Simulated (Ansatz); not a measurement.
# Fitting and testing ρ(T) of LaNiC2 (Amm2)

Wanted: a compact model of ρ(T) for LaNiC2 (Amm2) and a check of it.

The resistivities were computed with Ansatz 0.2.0 (DFT PBEsol, scalar-relativistic, plane waves, PAW) from the linearised Boltzmann equation with harmonic phonons, on q 3×4×4, k 9×12×12, scattering 16×16×16; the fit below is done by hand on them.

## (1) What is given

It takes space group Amm2 (No. 38, orthorhombic). The conventional cell has a = 3.950 Å, b = 4.527 Å, c = 6.031 Å, α = 90.00°, β = 90.00°, γ = 90.00°. La on site a is surrounded by 8 C at 2.76 to 2.80 Å and 6 Ni at 3.07 to 3.08 Å. Around Ni on site b lie 4 C at 1.95 to 1.99 Å and 6 La at 3.07 to 3.08 Å. Around C on site e lie 1 C at 1.37 Å and 2 Ni at 1.95 to 1.99 Å and 4 La at 2.76 to 2.80 Å.

This is the relaxed cell of the run, from steps not shown here.

The mean resistivity of the three axes from 50 to 800 K, with one row held back; the colder rows stay outside the fit and test it at the end:

```tsv
T (K)	ρ (μΩ cm)
50	2.902
80	8.772
100	13.82
150	29.16
200	46.31
273	?
300	81.03
400	114.4
500	146.2
600	176.4
800	232.2
```

## (2) Model and fit

Bloch and Grüneisen's form is ρ(T) = A (T/Θ)⁵ J₅(Θ/T), with J₅(z) the integral of x⁵/((eˣ − 1)(1 − e⁻ˣ)) from 0 to z. It goes as T⁵ far below Θ and as A T/(4Θ) far above. For a trial Θ the best A is the geometric mean of ρ/[(T/Θ)⁵ J₅] over the rows, and the scatter of that ratio measures the fit:

```tsv
Θ (K)	A (μΩ cm)	scatter (%)
196	176.4	30.7
260	258.0	18.3
294	309.2	12.5
326	363.3	10.0
358	423.7	12.7
408	532.5	22.3
488	749.1	40.0
```

The scatter is least at Θ = 326 K, with A = 363.3 μΩ cm (10.0 % r.m.s.).

```tsv
T (K)	computed	fit
50	2.902	2.481
80	8.772	10.01
100	13.82	16.28
150	29.16	32.51
200	46.31	48.25
300	81.03	78.33
400	114.4	107.4
500	146.2	136.1
600	176.4	164.4
800	232.2	220.8
```

## (3) Prediction and check

At T = 273 K, Θ/T = 1.194, J₅ = 0.4701 and (T/Θ)⁵ = 0.4118, so the fit gives 70.34 μΩ cm. The computed value is 71.75 μΩ cm: the fit is off by -1.97 %. Outside its range, at 20 K, it gives 0.0392 against 0.0795 μΩ cm computed, 0.49 times that; at that temperature the run's own test moves by 14 % between meshes in the component that moves most. Among the rows used, the largest miss is +17.8 %, at 100 K.

## (4) Reading Θ and A

Θ = 326 K is 1.10 times ħω_log/k_B (297 K) and 0.17 of the highest phonon frequency (1951 K). The high-temperature slope of the fit, A/(4Θ), is 0.279 μΩ cm/K. The same slope from the run's transport coupling and plasma energy, 2π k_B λ_tr/(ħ ε₀ ω_p²) with λ_tr = 0.881, 0.785, 0.755 (xx, yy, zz) and ħω_p = 3.62, 2.99, 2.89 (xx, yy, zz) eV, is 0.330 μΩ cm/K in the mean of the axes, +18.3 % from it. For comparison, the computed rows rise by 0.279 μΩ cm/K between the two hottest.

## (5) What came out

```
Θ                                            : 326 K
A                                            : 363.3 μΩ cm
scatter of the fit                           : 10.0 %
held-back row at 273 K, fit against computed : 70.34 against 71.75 μΩ cm
```

Two numbers, Θ = 326 K and A = 363 μΩ cm, hold the computed ρ(T) from 50 to 800 K within 10.02 % r.m.s. and predict the held-back row within 1.97 %. At 20 K, outside the rows fitted, it gives 0.49 times the computed value. The misses are not random: the largest is +17.8 %, at 100 K. So large a scatter means that the form does not describe this metal. By the run's own test the resistivity at 300 K moves by 9 % between its two finest scattering meshes, in the component that moves most. The mean hides an anisotropy: at 300 K the components are 67.7, 86.8, 88.6 (xx, yy, zz) μΩ cm. Spin–orbit coupling is left out. The relaxed volume lies -2.8 % from the database entry, whose temperature is not recorded here; volume shifts the phonons and ρ. The fit describes the calculation: impurities, thermal expansion, changes of phase and anharmonicity are in neither.

[Logs are printed without paths, hosts, clocks, repeated set-up lines and the standing remarks that a program may print on its own settings, such as how far it seeks lower states.]

[Hosts, paths, dates, database ids (printed as entryN), source tags and the programs' standing remarks are cut or masked in the printed files.]
